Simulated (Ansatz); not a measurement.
# How Rh(100) screens a field, part 2 of 2

Wanted: the response of a Rh(100) slab to a perpendicular field.

Ansatz 0.2.0; plane-wave DFT, PBE, Ansatz PAW.

So far. Step 8 (Single point, field -0.2 V/Å): The dipole is -0.0874 e·Å.

**9. Atoms held, field 0.4 V/Å**

Input file input.yaml:

```yaml
crystal:
  lattice:
    - [2.6870057685, 0.0, 0.0]
    - [0.0, 2.6870057685, 0.0]
    - [0.0, 0.0, 25.6]
  atoms:
    - { symbol: Rh, position: [0.0, 0.0, 0.3515625] }
    - { symbol: Rh, position: [0.5, 0.5, 0.42578125] }
    - { symbol: Rh, position: [0.0, 0.0, 0.5] }
    - { symbol: Rh, position: [0.5, 0.5, 0.57421875] }
    - { symbol: Rh, position: [0.0, 0.0, 0.6484375] }
kpoints:
  mp_grid: { grid: [18, 18, 1] }
hamiltonian:
  xc: pbe
scf:
  occupations: { method: fermi_dirac, width: 0.1 }
  convergence: { dr2_threshold: 1.0e-10 }
efield:
  axis: 3
  dipole_correction: true
  ramp_position: 0.97
  ramp_width: 0.06
  amplitude: 0.4
output:
  forces: true
  write_potential: true
  write_density: true
  volumetric_format: npy
  elf: true
```

Started as:

```sh
$ ansatz run input.yaml --threads 2 --pin off --max-ram 3072MiB --backend cpu --events-out ev --progress --plain --runs-dir out
```

Numbers of over 12 decimals in the logs are rounded to 6 here.

Output:

```text
[...]
Crystal: 5 atoms, lattice volume = 184.832 Å³
Basis set: ecut = 420 eV, 3657 PW (Γ), exchange–correlation on 36×36×360 points (8 copies of the dense FFT grid, shifted against one another)
Bands: 51, of which v1, the nominal top of the filled ones, is band 43 counted from 1 (42 counted from 0)
Symmetry: 8 space group operations
k-points: 55 of 324
[...]
k-point 0: bands = [... 39 lower, 4.2887, 4.6483, 4.6940, 5.1982, 5.2797, 5.2797, 5.6540, 5.7627, ... 4 higher]
  k-point 1: bands = [... 39 lower, 4.2681, 4.7518, 4.9585, 4.9754, 5.0177, 5.4487, 5.5722, 5.6389, ... 4 higher]
  k-point 2: bands = [... 39 lower, 4.2010, 4.6396, 4.7014, 4.8211, 4.8563, 5.4243, 5.4775, 5.6556, ... 4 higher]
  k-point 54: bands = [... 39 lower, 5.5446, 6.1173, 6.1420, 6.1465, 6.6739, 6.6739, 9.4480, 9.4480, ... 4 higher]
[key lines of the parts left out:]
SCF converged after 13 iterations
Free energy (F): -32012.399459 eV
Fermi energy:    5.140344 eV
Dipole field:    D = 0.171135 V/Å  (p = 0.174805 e·Å, saw-weighted, corrected)
```

It took 62 s on 2 threads of Arm Neoverse V1, shared host; peak memory 0.58 GiB.

Running mean over 1.9 Å of the planar mean, with the applied field; the ramp of the sawtooth is left out. The electron's electrostatic potential energy less the Fermi level by z:

```
z (Å)  electron's electrostatic potential energy less the Fermi level (eV)
    3                                                                 3.36
    4                                                                 3.76
    5                                                                 4.15
    6                                                                 4.49
    7                                                                 4.18
    8                                                                -3.63
    9                                                                -12.4
   10                                                                -13.0
   11                                                                -13.2
   12                                                                -13.3
   13                                                                -13.3
   14                                                                -13.2
   15                                                                -13.1
   16                                                                -12.9
   17                                                                -10.7
   18                                                                 1.39
   19                                                                 5.17
   20                                                                 5.77
   21                                                                 6.18
   22                                                                 6.58
```

The dipole is 0.175 e·Å.

**10. The response**

This step: plane-wave DFT, PBE, Ansatz PAW; screening of a field by a metal slab (Ansatz 0.2.0).

The dipoles give the slope, and the difference of two potentials shows where the field is screened.

Numbers from this step:

```yaml
equivalent_conductor_thickness_p_eps_0ae: 10.94 Å
distance_between_the_outer_atoms: 7.600 Å
image_plane_upper_face: 1.680 Å
induced_electrons_on_the_upper_face_over_eps_0e: -0.9976
image_plane_lower_face: 1.681 Å
induced_electrons_on_the_lower_face_over_eps_0e: 0.9975
```

The dipole of the cell by applied field:

```
applied field (V/Å)  dipole of the cell (e·Å)
             -0.200                   -0.0874
             -0.100                   -0.0437
             -0.050                   -0.0218
              0.000                         0
              0.050                    0.0218
              0.100                    0.0437
              0.200                    0.0874
              0.400                     0.175
```

Local field over the applied field, running mean. From the potentials at -0.05 and 0.05 V/Å; running mean over 1.9 Å. The local field over applied field by z:

z (Å), local field over applied field and a bar from the least value:
```
        5      0.990 ##############################
        6      0.937 ############################
        7      0.692 #####################
        8      0.227 #######
        9     -0.017 
       10      0.000 #
       11      0.002 #
       12     -0.002 
       13      0.000 #
       14     -0.001 
       15      0.004 #
       16     -0.008 
       17      0.035 ##
       18      0.406 #############
       19      0.827 #########################
       20      0.969 #############################
       21      0.996 ##############################
```

The induced electron density oscillates, so the rows of the table below give means over windows of 0.5 Å about each position, cut where the curve ends. Its maxima inside the range that stand out by 2 % of the span (Å: e/Å³ per V/Å): 7.82: 0.00426, 8.96: 6.0e-4, 11.09: 1.9e-4, 13.80: 9.9e-5, 16.36: 7.3e-4, 16.92: 0.00124. Its minima: 8.68: -0.00124, 9.24: -7.3e-4, 11.80: -9.9e-5, 14.51: -1.9e-4, 16.64: -6.0e-4, 17.78: -0.00426.

Electrons, planar mean, per unit field. Induced electron density against z; means over each step:

```
z (Å)  induced electron density (e/Å³ per V/Å)
  4.5                                   2.5e-5
  5.0                                   6.7e-5
  5.5                                   1.8e-4
  6.0                                   4.3e-4
  6.5                                  0.00101
  7.0                                  0.00211
  7.5                                  0.00363
  8.0                                  0.00375
  8.5                                   2.0e-4
  9.0                                  -8.3e-5
  9.5                                  -3.1e-4
 10.0                                  -1.1e-4
 10.5                                   6.8e-5
 11.0                                   1.3e-4
 11.5                                  -1.5e-5
 12.0                                  -7.7e-5
 12.5                                   8.0e-6
 13.0                                  -1.2e-5
 13.5                                   6.2e-5
 14.0                                   5.1e-5
 14.5                                  -1.3e-4
 15.0                                  -9.6e-5
 15.5                                   1.0e-4
 16.0                                   2.0e-4
 16.5                                   9.4e-5
 17.0                                   2.7e-4
 17.5                                 -0.00327
 18.0                                 -0.00384
 18.5                                 -0.00243
 19.0                                 -0.00118
 19.5                                  -5.2e-4
 20.0                                  -2.1e-4
 20.5                                  -8.3e-5
 21.0                                  -3.0e-5
```

By hand: between -0.05 and 0.05 V/Å the dipole changes by 0.04367 e·Å, a slope of 0.4367 e·Å²/V. A perfect conductor of thickness t has p = ε₀AEt, so t = 180.95 × 0.4367 / 7.220 = 10.94 Å (e/ε₀ = 180.95 V·Å, A in Å²). Less the 7.60 Å between the outer atoms, and halved, that puts each image plane 1.67 Å out.

The induced dipole is that of a conductor 10.94 Å thick.

**11. The same run with other settings**

This step: plane-wave DFT, PBE, Ansatz PAW (Ansatz 0.2.0).

An input spoilt on purpose, to show how the run answers: it repeats the earlier run at 0.05 V/Å with efield.axis from 3 to 1, and scf.max_iter set to 50.

Changes to input.yaml since step 9:

```diff
@@ -18,4 +18,5 @@
   convergence: { dr2_threshold: 1.0e-10 }
+  max_iter: 50
 efield:
-  axis: 3
+  axis: 1
   dipole_correction: true
@@ -23,3 +24,3 @@
   ramp_width: 0.06
-  amplitude: 0.4
+  amplitude: 0.05
 output:
@@ -29,2 +30 @@
   volumetric_format: npy
-  elf: true
```

Output:

```text
Engine: ansatz 0.2.0, aarch64-unknown-linux-gnu
Pseudopotentials: kind: paw
Pseudopotential: Rh, paw, valence charge 17, recommended cutoff 420 eV (normal), Rh.paw.azcp
Functional definition: PBE
  parameter kappa = 0.804
  parameter beta = 0.066725
  exchange = pbe_x(kappa = kappa, mu = beta*pi^2/3)
  correlation = pbe_c(beta = beta)
Crystal: 5 atoms, lattice volume = 184.832 Å³
Basis set: ecut = 420 eV, 3657 PW (Γ), exchange–correlation on 36×36×360 points (8 copies of the dense FFT grid, shifted against one another)
Bands: 51, of which v1, the nominal top of the filled ones, is band 43 counted from 1 (42 counted from 0)
Symmetry: 4 space group operations
k-points: 100 of 324 (time reversal used)
Non-local potential: Rh, projectors of the file, l = 0: 3, l = 1: 2, l = 2: 2, l = 3: 1
PAW form: soft (Blöchl's): semilocal exchange-correlation on the pseudo side does not see the compensation charge
PAW one-centre angular grid: Rh, 590 points (default); XC on 64 Gauss nodes
Initial density: superposition of atomic densities (neutral atoms: chi_scale 0, normalization atom, screened)
Initial wavefunctions: pseudopotential atomic-orbital guess
Functional: x = pbe(κ = 0.804, μ = 0.219515), c = pbe(β = 0.066725)
Error: efield: ion 0 (Rh) at fractional coordinate 0.0000 along the field axis lies inside the sawtooth ramp with 2 of the planes that the density is read on at each end, [0.8589, 0.1411] — the ramp must sit in vacuum (an ion there feels the fictitious reversed slope); set or move the ramp (efield.ramp_position / ramp_width) or move the geometry
```

Run time: 0.47 s. Hardware: 2 threads; peak memory 0.48 GiB.

The program refused the input before any cycle.

The program's message: “Error: efield: ion 0 (Rh) at fractional coordinate 0.0000 along the field axis lies inside the sawtooth ramp with 2 of the planes that the density is read on at each end, [0.8589, 0.1411] — the ramp m …”

The fault put into the input: the field along an axis without vacuum.

**12. Varying the input**

Another changed input: it repeats the earlier run at 0.05 V/Å with efield.amplitude from 0.05 to -0.1 and efield.dipole_correction from true to false.

Changes to input.yaml since step 11:

```diff
@@ -18,9 +18,8 @@
   convergence: { dr2_threshold: 1.0e-10 }
-  max_iter: 50
 efield:
-  axis: 1
-  dipole_correction: true
+  axis: 3
+  dipole_correction: false
   ramp_position: 0.97
   ramp_width: 0.06
-  amplitude: 0.05
+  amplitude: -0.1
 output:
```

Output:

```text
[...]
Crystal: 5 atoms, lattice volume = 184.832 Å³
Basis set: ecut = 420 eV, 3657 PW (Γ), exchange–correlation on 36×36×360 points (8 copies of the dense FFT grid, shifted against one another)
Bands: 51, of which v1, the nominal top of the filled ones, is band 43 counted from 1 (42 counted from 0)
Symmetry: 8 space group operations
k-points: 55 of 324
[...]
SCF iter   1: F=—  HF=-32012.739188 eV  |F-HF|=—  |Δ(HF+E_count)|=         —  Δρ=3.90e-2  dr2=5.70e1  ethr=1.77e-3  p=-0.000 e·Å  V_vac-E_F(+/−)=3.53/5.88 eV  ⟨swp⟩=9.3  Hψ=13450  notcnv=0  defer=12
[...]
SCF iter  12: F=-32012.368326 eV  HF=-32012.368326 eV  |F-HF|=2.20e-9  |Δ(HF+E_count)|=   3.25e-9  Δρ=1.13e-7  dr2=2.37e-11  ethr=1.00e-12  p=-0.076 e·Å  V_vac-E_F(+/−)=3.93/6.12 eV  ⟨swp⟩=12.7  Hψ=17171  notcnv=0
SCF 1 converged in 12 iterations: F = -32012.368326 eV  dr2 = 2.37e-11
[...]
SCF converged after 12 iterations
Free energy (F): -32012.368326 eV
[...]
Internal energy: -32012.096332 eV  (E = F + TS)
E sigma→0 (E₀):  -32012.232329 eV
Entropy (-TS):   -0.271994 eV (-54.399 meV/atom)
Fermi energy:    5.147968 eV
Dipole field:    D = -0.074697 V/Å  (p = -0.076299 e·Å, saw-weighted)
Work function:   not extracted (applied field tilts the vacuum); planar V_es + V_field profile in the machine report
[...]
--- Forces (eV/Å), atoms counted from 1 ---
  atom   1  Rh     0.00000000     0.00000000     0.30884730
  atom   2  Rh    -0.00000000     0.00000000    -0.62646256
  atom   3  Rh    -0.00000000     0.00000000    -0.00440153
  atom   4  Rh     0.00000000     0.00000000     0.63235459
  atom   5  Rh     0.00000000     0.00000000    -0.31033854
  max |Σ_I F_I| component: 7.40e-7 eV/Å
--- Band table (eV; the first three rows and the last of 55) ---
  k-point 0: bands = [... 39 lower, 4.2964, 4.6571, 4.7017, 5.2059, 5.2873, 5.2873, 5.6617, 5.7704, ... 4 higher]
  k-point 1: bands = [... 39 lower, 4.2758, 4.7595, 4.9751, 4.9830, 5.0176, 5.4564, 5.5799, 5.6474, ... 4 higher]
  k-point 2: bands = [... 39 lower, 4.2087, 4.6484, 4.7090, 4.8288, 4.8638, 5.4320, 5.4852, 5.6642, ... 4 higher]
  k-point 54: bands = [... 39 lower, 5.5522, 6.1248, 6.1507, 6.1532, 6.6817, 6.6817, 9.4555, 9.4555, ... 4 higher]
```

Run time: 44 s. Hardware: 2 threads; peak memory 0.6 GiB; 88 s of CPU time.

```
                     quantity  this run  earlier run  difference
dipole along the normal (e·Å)  -0.07630      0.02184      -0.098
```

The applied field differs, and the slope found earlier predicts a dipole of -0.0437 e·Å; this run gives -0.0763 e·Å, 0.033 e·Å less.

With the dipole correction off, the periodic images add a field of their own to the typed one.

These numbers are not those of the isolated slab.

**13. Summary of results**

| Quantity | Value |
| --- | --- |
| work function | 5.07 eV |
| image plane, upper face | 1.68 Å |
| induced electrons on the upper face over ε₀E | -0.998 |
| equivalent conductor thickness p/(ε₀AE) | 10.9 Å |

The induced charge has its centre 1.68 Å outside the outermost atoms; this is the plane from which a capacitor's gap or an image potential counts. The equivalent conductor thickness exceeds the distance between the outer atoms by 3.34 Å, about the sum of the two image-plane distances. The atoms are held at bulk positions with the tabulated experimental lattice constant.

[Logs are printed without paths, hosts, clocks, repeated set-up lines and the standing remarks that a program may print on its own settings, such as how far it seeks lower states.]

[Hosts, paths, dates, database ids (printed as entryN), source tags and the programs' standing remarks are cut or masked in the printed files.]

[Maps of the electrostatic potential energy from Ansatz leave out the sawtooth potential of an applied field or a dipole correction, so their vacuum need not be flat; planar profiles and work functions include it.]
